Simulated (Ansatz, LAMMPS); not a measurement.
**Structural relaxation of glassy 66P2O5-34MgO (mol %) (153 atoms)**

Wanted: the relaxed structure of glassy 66P2O5-34MgO (mol %) (153 atoms) and its electronic structure.

Main program and level: Ansatz 0.2.0; Kohn-Sham DFT, PBE, PAW (set soft_2), plane waves.

### 1. Starting point

The cell holds 153 atoms: 38 P, 10 Mg and 105 O. Cell: a = 12.748 Å, b = 12.748 Å, c = 12.748 Å, α = 90.0°, β = 90.0°, γ = 90.0°. 153 atoms (38 P, 10 Mg, 105 O) placed at random at 2.44 g/cm³, melted at 4000 K for 10 ps at fixed volume with the Morse and Coulomb pair potential with partial charges (Pedone, Malavasi, Menziani, Cormack and Segre, J. Phys. Chem. B 110, 11780 (2006)). Quenched from 4000 K to 300 K at 50 K/ps and fixed volume, held 10 ps at zero pressure.

Limits known from the start: The quench rate of 50 K/ps is orders of magnitude faster than experiment, which tends to freeze in extra defects. The starting topology of bonds comes from the classical model. Only the Γ point is sampled, in a cell whose shortest periodic width is 13 Å.

### 2. Single point at the start

The forces at the start show how far the geometry lies from a minimum of this functional.

The input, input.yaml:

```yaml
crystal:
  lattice:
    - [12.74765, 0.0, 0.0]
    - [0.0, 12.74765, 0.0]
    - [0.0, 0.0, 12.74765]
  atoms:
    - { symbol: P, position: [0.03092, 0.16226, 0.88926] }
    - { symbol: P, position: [0.53229, 0.50084, 0.91237] }
    - { symbol: P, position: [0.23228, 0.25897, 0.18056] }
    - { symbol: P, position: [0.57105, 0.0846, 0.72207] }
    [... 143 atom lines left out ...]
    - { symbol: O, position: [0.54171, 0.3241, 0.42031] }
    - { symbol: O, position: [0.40358, 0.44967, 0.35576] }
    - { symbol: O, position: [0.56222, 0.70836, 0.0794] }
    - { symbol: O, position: [0.62663, 0.96996, 0.7325] }
    - { symbol: O, position: [0.56047, 0.99926, 0.28161] }
    - { symbol: O, position: [0.67154, 0.62195, 0.29029] }
kpoints:
  mp_grid: { grid: [1, 1, 1] }
hamiltonian:
  xc: pbe
scf:
  occupations: { method: fermi_dirac, width: 0.05 }
output:
  forces: true
  stress: true
  populations: true
  dos:
    method: { smearing: { sigma: 0.15 } }
    de: 0.1
    projected: { site_lists: { Mg: [Mg], O: [O], P: [P] } }
  eigenvalues: true
```

Command:

```
$ ansatz run input.yaml --threads 4 --pin off --max-ram 8192MiB --backend cpu --events-out ev --progress --plain --runs-dir out
```

Wall time 76 s (4 threads of Arm Neoverse V1, shared host); peak memory 3.3 GiB; 4.9 min of CPU time.

The run gave:

| Property | Result |
| --- | --- |
| free energy | -107570.2237 eV |
| free energy per atom | -703.0734 eV/atom |
| SCF cycles | 11 |
| pressure | 2.159 GPa |
| r.m.s. force component | 1.67 eV/Å |
| longest force | 9.855 eV/Å |
| Fermi energy | 4.798 eV |
| gap (highest filled to lowest empty level) | 0.7345 eV |
| spilling of the projection | 0.01681 |

The r.m.s. force component of 1.7 eV/Å and the pressure of 2.2 GPa set the starting point.

Neighbours are counted within 2.11 Å (O-P), 2.62 Å (O-Mg).

Length of the force by element and coordination:

| element | coordination | atoms | mean length of the force (eV/Å) | spread | least | most |
| --- | --- | --- | --- | --- | --- | --- |
| Mg | all | 10 | 1.42 | 0.802 | 0.196 | 3.28 |
| Mg | 4 | 7 | 1.19 | 0.606 | 0.196 | 2.02 |
| Mg | 5 | 3 | 1.94 | 0.950 | 1.18 | 3.28 |
| O | all | 105 | 1.91 | 1.00 | 0.359 | 4.54 |
| O | 1 | 16 | 1.42 | 0.744 | 0.444 | 2.95 |
| O | 2 | 85 | 1.99 | 1.03 | 0.359 | 4.54 |
| O | 3 | 4 | 2.21 | 0.659 | 1.30 | 3.17 |
| P | all | 38 | 4.14 | 1.73 | 1.14 | 9.86 |
| P | 4 | 35 | 4.05 | 1.69 | 1.14 | 9.86 |
| P | 5 | 3 | 5.11 | 1.90 | 3.35 | 7.74 |

### 3. Relaxation

The atoms are relaxed in the fixed cell, aiming at the force tolerance of the input.

input.yaml, the sections that differ from step 2:

```yaml
output:
  forces: true
relax:
  f_tol: 0.05
  max_steps: 200
# crystal, kpoints, hamiltonian, scf: as in step 2
```

Run time: 24 min. Hardware: 4 threads; peak memory 3.2 GiB.

Relaxation path (22 of 40):

| step | energy less that of the first step (eV) | largest force component (eV/Å) |
| --- | --- | --- |
| 1 | 0.0000 | 8.9098 |
| 3 | -15.3427 | 2.0096 |
| 5 | -19.1648 | 0.7725 |
| 7 | -20.6708 | 0.4383 |
| 8 | -21.1295 | 0.3501 |
| 10 | -21.5956 | 0.5147 |
| 12 | -22.0035 | 0.4322 |
| 14 | -22.3889 | 0.2580 |
| 16 | -22.5782 | 0.4718 |
| 18 | -22.8270 | 0.6606 |
| 20 | -23.3862 | 0.2684 |
| 21 | -23.3820 | 0.6772 |
| 23 | -23.5827 | 0.1628 |
| 25 | -23.5925 | 0.3498 |
| 27 | -23.6609 | 0.2782 |
| 29 | -23.6166 | 0.2676 |
| 31 | -23.6819 | 0.0515 |
| 33 | -23.6846 | 0.0309 |
| 34 | -23.6860 | 0.0804 |
| 36 | -23.6852 | 0.0440 |
| 38 | -23.6876 | 0.0245 |
| 40 | -23.6878 | 0.0173 |

Relaxation steps 21, 25, 29, 32, 35, 36, 37, 39 were tried and not accepted.

The atoms that moved most (Å):

| atom | dx | dy | dz | length |
| --- | --- | --- | --- | --- |
| O112 | 0.973 | 0.955 | -1.390 | 1.946 |
| O57 | 0.400 | -1.384 | -0.731 | 1.615 |
| O99 | -0.470 | 1.107 | -0.867 | 1.483 |
| O142 | 1.195 | -0.781 | 0.282 | 1.455 |
| O89 | 1.391 | -0.206 | -0.179 | 1.417 |
| O84 | 1.230 | 0.513 | 0.050 | 1.333 |
| Mg44 | 1.238 | -0.354 | -0.140 | 1.295 |
| O130 | 0.826 | 0.198 | -0.874 | 1.218 |

The relaxation changed the energy by -155 meV/atom, and atoms moved by 0.68 Å r.m.s., 1.9 Å at most.

### 4. Distances and neighbours after relaxation

Bonds before and after, by the cutoffs listed below:

| pair | bonds before | bonds after | mean before (Å) | mean after (Å) | spread before (Å) | spread after (Å) |
| --- | --- | --- | --- | --- | --- | --- |
| O-P | 155 | 151 | 1.548 | 1.569 | 0.063 | 0.079 |
| O-Mg | 43 | 47 | 2.098 | 2.059 | 0.135 | 0.121 |

Density 2.48 g/cm³, 13.54 Å³ an atom.

g(r), total and by pair (bins of 0.2 Å):

| r (Å) | total | O-O | O-P | O-Mg | P-P | P-Mg | Mg-Mg |
| --- | --- | --- | --- | --- | --- | --- | --- |
| 1.40 | 1.52 | 0.00 | 4.47 | 0.00 | 0.00 | 0.00 | 0.00 |
| 1.60 | 2.75 | 0.00 | 8.07 | 0.00 | 0.00 | 0.00 | 0.00 |
| 1.80 | 0.09 | 0.00 | 0.27 | 0.00 | 0.00 | 0.00 | 0.00 |
| 2.00 | 0.63 | 0.00 | 0.00 | 7.08 | 0.00 | 0.00 | 0.00 |
| 2.20 | 0.10 | 0.00 | 0.00 | 1.17 | 0.00 | 0.00 | 0.00 |
| 2.40 | 0.59 | 1.14 | 0.00 | 0.56 | 0.00 | 0.00 | 0.00 |
| 2.60 | 2.02 | 4.26 | 0.03 | 0.00 | 0.00 | 0.00 | 0.00 |
| 2.80 | 0.51 | 0.96 | 0.03 | 0.20 | 0.28 | 0.26 | 0.00 |
| 3.00 | 0.82 | 0.94 | 0.18 | 0.08 | 4.30 | 0.92 | 1.80 |
| 3.20 | 0.97 | 1.03 | 0.84 | 0.38 | 1.04 | 2.96 | 0.00 |
| 3.40 | 1.04 | 0.75 | 1.47 | 0.61 | 0.10 | 3.76 | 1.45 |
| 3.60 | 0.86 | 0.68 | 1.24 | 0.85 | 0.09 | 1.20 | 0.00 |
| 3.80 | 1.00 | 0.62 | 1.56 | 1.46 | 0.38 | 0.76 | 0.00 |
| 4.00 | 1.27 | 0.71 | 2.19 | 1.46 | 0.78 | 0.26 | 0.00 |
| 4.20 | 1.00 | 0.82 | 1.11 | 1.47 | 1.37 | 0.62 | 0.00 |
| 4.40 | 0.97 | 0.87 | 0.81 | 1.79 | 1.19 | 1.33 | 0.82 |
| 4.60 | 1.12 | 1.27 | 0.78 | 1.23 | 1.72 | 1.03 | 2.37 |
| 4.80 | 1.10 | 1.45 | 0.64 | 0.69 | 1.54 | 1.31 | 1.44 |
| 5.00 | 1.01 | 1.27 | 0.72 | 0.78 | 1.10 | 0.87 | 0.00 |
| 5.20 | 1.06 | 1.20 | 0.86 | 0.90 | 1.31 | 1.03 | 1.87 |
| 5.40 | 0.87 | 0.84 | 0.96 | 0.68 | 0.91 | 1.03 | 0.00 |
| 5.60 | 0.99 | 0.90 | 1.19 | 0.70 | 0.84 | 1.11 | 1.57 |
| 5.80 | 0.94 | 0.85 | 1.08 | 1.07 | 0.61 | 0.97 | 1.96 |
| 6.00 | 0.96 | 0.84 | 1.12 | 1.11 | 0.73 | 1.15 | 0.46 |
| 6.20 | 0.98 | 0.92 | 1.09 | 1.02 | 0.89 | 0.95 | 0.43 |

Bonds by pair of elements; cutoffs follow the first minimum of g(r), held within bounds set by covalent radii, and pairs that aren't listed don't count as bonded:

| pair A-B | cutoff (Å) | bonds | mean length (Å) | spread (Å) | shortest (Å) | B about A | A about B |
| --- | --- | --- | --- | --- | --- | --- | --- |
| O-P | 2.11 | 151 | 1.57 | 0.079 | 1.45 | 1.44 | 3.97 |
| O-Mg | 2.58 | 47 | 2.06 | 0.121 | 1.92 | 0.448 | 4.7 |

How many atoms have how many bonded neighbours:

| element | mean | 1 | 2 | 3 | 4 | 5 | 6 |
| --- | --- | --- | --- | --- | --- | --- | --- |
| Mg | 4.7 | 0 | 0 | 0 | 4 | 5 | 1 |
| O | 1.89 | 16 | 85 | 4 | 0 | 0 | 0 |
| P | 3.97 | 0 | 0 | 2 | 35 | 1 | 0 |

Bond angles, per cent of each kind in bins of 5°:

| angle (°) | O-P-O | O-Mg-O | Mg-O-P | P-O-P |
| --- | --- | --- | --- | --- |
| 65–70 | 0.0 | 1.1 | 0.0 | 0.0 |
| 70–75 | 0.0 | 2.2 | 0.0 | 0.0 |
| 75–80 | 0.0 | 2.2 | 0.0 | 0.0 |
| 80–85 | 0.9 | 5.6 | 0.0 | 0.0 |
| 85–90 | 0.4 | 15.7 | 2.1 | 0.0 |
| 90–95 | 2.2 | 16.9 | 0.0 | 0.0 |
| 95–100 | 4.4 | 10.1 | 0.0 | 0.0 |
| 100–105 | 19.9 | 3.4 | 0.0 | 0.0 |
| 105–110 | 28.3 | 13.5 | 2.1 | 0.0 |
| 110–115 | 26.5 | 5.6 | 2.1 | 0.0 |
| 115–120 | 7.5 | 1.1 | 2.1 | 0.0 |
| 120–125 | 7.5 | 2.2 | 4.2 | 2.2 |
| 125–130 | 1.8 | 1.1 | 8.3 | 15.2 |
| 130–135 | 0.0 | 2.2 | 14.6 | 23.9 |
| 135–140 | 0.0 | 1.1 | 12.5 | 17.4 |
| 140–145 | 0.0 | 3.4 | 20.8 | 13.0 |
| 145–150 | 0.0 | 0.0 | 6.2 | 13.0 |
| 150–155 | 0.0 | 4.5 | 6.2 | 4.3 |
| 155–160 | 0.0 | 3.4 | 4.2 | 6.5 |
| 160–165 | 0.0 | 1.1 | 2.1 | 0.0 |
| 165–170 | 0.4 | 0.0 | 2.1 | 4.3 |
| 170–175 | 0.0 | 3.4 | 8.3 | 0.0 |
| 175–180 | 0.0 | 0.0 | 2.1 | 0.0 |

Bond angles (no mean is given where the spread exceeds 20°):

| angle | count | mean (°) | spread (°) |
| --- | --- | --- | --- |
| O-P-O | 226 | 109 | 8.4 |
| O-Mg-O | 89 | - | - |
| Mg-O-P | 48 | 141 | 17.7 |
| P-O-P | 46 | 140 | 10.4 |
| Mg-O-Mg | 3 | 96.5 | 9.7 |

Oxygen atoms by the number of network formers (Si, P, Ge, B, Al, As, Ga) bound to them:

| network formers bound to O | O atoms | per cent |
| --- | --- | --- |
| 0 | 0 | 0 |
| 1 | 59 | 56.2 |
| 2 | 46 | 43.8 |

Network units: each former by its oxygen neighbours and how many of them bridge to another former:

| former | O neighbours | bridging O | atoms |
| --- | --- | --- | --- |
| P | 3 | 0 | 2 |
| P | 4 | 2 | 18 |
| P | 4 | 3 | 16 |
| P | 4 | 4 | 1 |
| P | 5 | 4 | 1 |

Bond length by coordination (bonds to H left out):

| element | coordination | atoms | mean bond length (Å) |
| --- | --- | --- | --- |
| Mg | 4 | 4 | 1.99 |
| Mg | 5 | 5 | 2.09 |
| Mg | 6 | 1 | 2.12 |
| O | 1 | 16 | 1.46 |
| O | 2 | 85 | 1.69 |
| O | 3 | 4 | 1.91 |
| P | 3 | 2 | 1.49 |
| P | 4 | 35 | 1.57 |
| P | 5 | 1 | 1.68 |

Rings of the network by King's shortest-path rule, up to 12 atoms, one path for each pair of neighbours; H, halogens, alkali and alkaline-earth atoms are left out, and the last column divides by all other atoms, bonded or not:

| ring size (atoms) | rings | per network atom |
| --- | --- | --- |
| 10 | 1 | 0.007 |
| 12 | 1 | 0.007 |

First main peaks of g(r), for some of the pairs, lie near 2.6 Å (O-O), 1.6 Å (O-P), 2.0 Å (O-Mg), 3.0 Å (P-P) and 3.3 Å (P-Mg). With the cutoffs above, 50 % of Mg atoms have 5, 81 % of O atoms have 2 and 92 % of P atoms have 4 bonded neighbours. The O-P-O angle averages 109° with a spread of 8°. 44 % of the oxygens bridge two formers (P) and 56 % are non-bridging. The commonest P unit has 4 oxygens, 2 of them shared with other formers (18 of 38 atoms). Rings of 10 and 12 atoms are the most common (50 % each of those counted); sizes run from 10 to 12, where the search stops.

### 5. Single point at the relaxed geometry

One more single point at the end of the walk gives the fuller output and checks the residual forces.

The input, input.yaml:

```yaml
crystal:
  lattice:
    - [12.74765, 0.0, 0.0]
    - [0.0, 12.74765, 0.0]
    - [0.0, 0.0, 12.74765]
  atoms:
    - { symbol: P, position: [0.01986, 0.15487, 0.90744] }
    - { symbol: P, position: [0.55239, 0.46656, 0.93503] }
    - { symbol: P, position: [0.21902, 0.28175, 0.21198] }
    - { symbol: P, position: [0.52224, 0.11488, 0.70023] }
    [... 143 atom lines left out ...]
    - { symbol: O, position: [0.53009, 0.36521, 0.38977] }
    - { symbol: O, position: [0.3489, 0.45589, 0.35672] }
    - { symbol: O, position: [0.57209, 0.7363, 0.04508] }
    - { symbol: O, position: [0.62421, 0.90152, 0.76516] }
    - { symbol: O, position: [0.56344, 0.99602, 0.31422] }
    - { symbol: O, position: [0.68372, 0.54114, 0.31524] }
kpoints:
  mp_grid: { grid: [1, 1, 1] }
hamiltonian:
  xc: pbe
scf:
  occupations: { method: fermi_dirac, width: 0.05 }
output:
  forces: true
  stress: true
  populations: true
  dos:
    method: { smearing: { sigma: 0.08 } }
    de: 0.1
    projected: { site_lists: { Mg: [Mg], O: [O], P: [P] } }
  eigenvalues: true
  write_density: true
  write_potential: true
  volumetric_format: npy
  elf: true
```

It took 77 s on 4 threads; peak memory 3.3 GiB; 5 min of CPU time.

The program notes that the exchange-correlation potential is rough where the density is thin.

Read from the output:

```
free energy                                      : -107593.9115 eV
free energy per atom                             : -703.2282 eV/atom
SCF cycles                                       : 10
pressure                                         : -0.5994 GPa
r.m.s. force component                           : 0.00424 eV/Å
longest force                                    : 0.02416 eV/Å
Fermi energy                                     : 4.853 eV
gap (highest filled to lowest empty level) : 3.61 eV
spilling of the projection                       : 0.01644
```

Löwdin charges by element and coordination (they lack the spilled electrons, 0.099 e an atom on average):

| element | coordination | atoms | mean charge (e) | spread | least | most |
| --- | --- | --- | --- | --- | --- | --- |
| Mg | all | 10 | 1.65 | 0.0074 | 1.64 | 1.66 |
| Mg | 4 | 4 | 1.65 | 0.0072 | 1.65 | 1.66 |
| Mg | 5 | 5 | 1.64 | 0.0043 | 1.64 | 1.65 |
| Mg | 6 | 1 | 1.64 | 0 | 1.64 | 1.64 |
| O | all | 105 | -0.800 | 0.0862 | -0.983 | -0.678 |
| O | 1 | 16 | -0.773 | 0.0364 | -0.820 | -0.702 |
| O | 2 | 85 | -0.800 | 0.0882 | -0.956 | -0.678 |
| O | 3 | 4 | -0.919 | 0.0852 | -0.983 | -0.774 |
| P | all | 38 | 2.18 | 0.0474 | 2.05 | 2.30 |
| P | 3 | 2 | 2.08 | 0.0361 | 2.05 | 2.12 |
| P | 4 | 35 | 2.18 | 0.0419 | 2.11 | 2.30 |
| P | 5 | 1 | 2.14 | 0 | 2.14 | 2.14 |

States in the cell by windows of 1 eV, zero at the Fermi level; the larger projections on atomic orbitals stand beside the total:

| from (eV) | to (eV) | total | O p | P p | O s |
| --- | --- | --- | --- | --- | --- |
| -14 | -13 | 14.7 | 8.6 | 2.1 | 1.7 |
| -13 | -12 | 17.8 | 10.9 | 3.0 | 1.6 |
| -12 | -11 | 19.4 | 12.6 | 4.1 | 1.1 |
| -11 | -10 | 22.1 | 15.2 | 5.4 | 0.6 |
| -10 | -9 | 12.6 | 8.4 | 1.7 | 1.3 |
| -9 | -8 | 41.8 | 29.3 | 4.3 | 5.4 |
| -8 | -7 | 67.2 | 51.2 | 6.7 | 6.6 |
| -7 | -6 | 83.9 | 70.3 | 6.2 | 4.7 |
| -6 | -5 | 83.4 | 74.2 | 3.7 | 3.0 |
| -5 | -4 | 94.3 | 86.6 | 3.3 | 2.0 |
| -4 | -3 | 101.9 | 95.8 | 3.0 | 0.9 |
| -3 | -2 | 55.3 | 52.6 | 1.2 | 0.3 |
| -2 | -1 | 3.8 | 3.6 | 0.1 | 0.0 |
| -1 | 1 | 0.0 | 0.0 | 0.0 | 0.0 |
| 1 | 2 | 2.0 | 0.2 | 0.1 | 0.5 |
| 2 | 3 | 9.8 | 1.7 | 1.2 | 1.6 |
| 3 | 4 | 24.2 | 4.7 | 5.9 | 3.3 |
| 4 | 5 | 40.5 | 6.4 | 12.4 | 4.8 |

The curve was stored every 0.10 eV, coarse against its broadening of 0.08 eV, so these counts are rough.

Between -26 and -14 eV lie 222 more states.

The stored curve holds about 840 of the 920 electrons; the rest, give or take the few that broadening carries across the Fermi level, lie in deeper levels below its range.

The levels nearest the highest filled one (over half full), pooled over k-points and spins:

| level less the highest filled one (eV) | occupation |
| --- | --- |
| -0.396 | 2 |
| -0.309 | 2 |
| -0.299 | 2 |
| -0.244 | 2 |
| -0.178 | 2 |
| 0 | 2 |
| 3.61 | 0 |
| 4.32 | 0 |
| 4.48 | 0 |
| 4.55 | 0 |
| 4.61 | 0 |
| 4.75 | 0 |

Mean Löwdin charges: Mg +1.65, O -0.80, P +2.18 e (they miss 1.6 % of the electrons, so they add up to more than the cell's charge).

### 6. What came out

```yaml
energy_change_in_the_relaxation: -154.8 meV/atom
r_m_s_displacement: 0.678 Å
largest_displacement: 1.946 Å
free_energy_per_atom: -703.2282 eV/atom
pressure: -0.5994 GPa
r_m_s_force_component: 0.00424 eV/Å
spacing_of_highest_filled_and_lowest_empty_level: 3.61 eV
wall_time_of_the_3_dft_runs: 26 min
```

Relaxation lowers the energy by 155 meV/atom and moves atoms by 0.68 Å r.m.s.; the r.m.s. force component goes from 1.7 to 0.0042 eV/Å, the pressure goes from 2.2 to -0.60 GPa, and the gap from 0.735 to 3.61 eV. By the final cutoffs 6 of 198 bonded pairs parted and 6 joined. From the first step to the last the energy fell by 23.688 eV, and the largest move was 1.95 Å (O112). The O-Mg bonds change most in mean length: from 2.098 Å (spread 0.135) to 2.059 Å (spread 0.121), and their number from 43 to 47. With the cutoffs above, 50 % of Mg atoms have 5, 81 % of O atoms have 2 and 92 % of P atoms have 4 bonded neighbours. 44 % of the oxygens bridge two formers (P) and 56 % are non-bridging. Filled and empty levels are parted by 3.61 eV (at Γ alone); a semilocal functional tends to put such gaps too low. In a disordered cell it changes from sample to sample, and tail or defect levels can set it.

Caveats: The network of bonds at the start is that of the classical potential that made the cell; in DFT 6 of its 198 bonded pairs passed out of the cutoffs and 6 came within them. The stress is far from hydrostatic: its diagonal is -0.1, -2.5, 0.9 GPa, compression counted positive.

[Logs are printed without paths, hosts, clocks, repeated set-up lines and the standing remarks that a program may print on its own settings, such as how far it seeks lower states.]

[Hosts, paths, dates, database ids (printed as entryN), source tags and the programs' standing remarks are cut or masked in the printed files.]
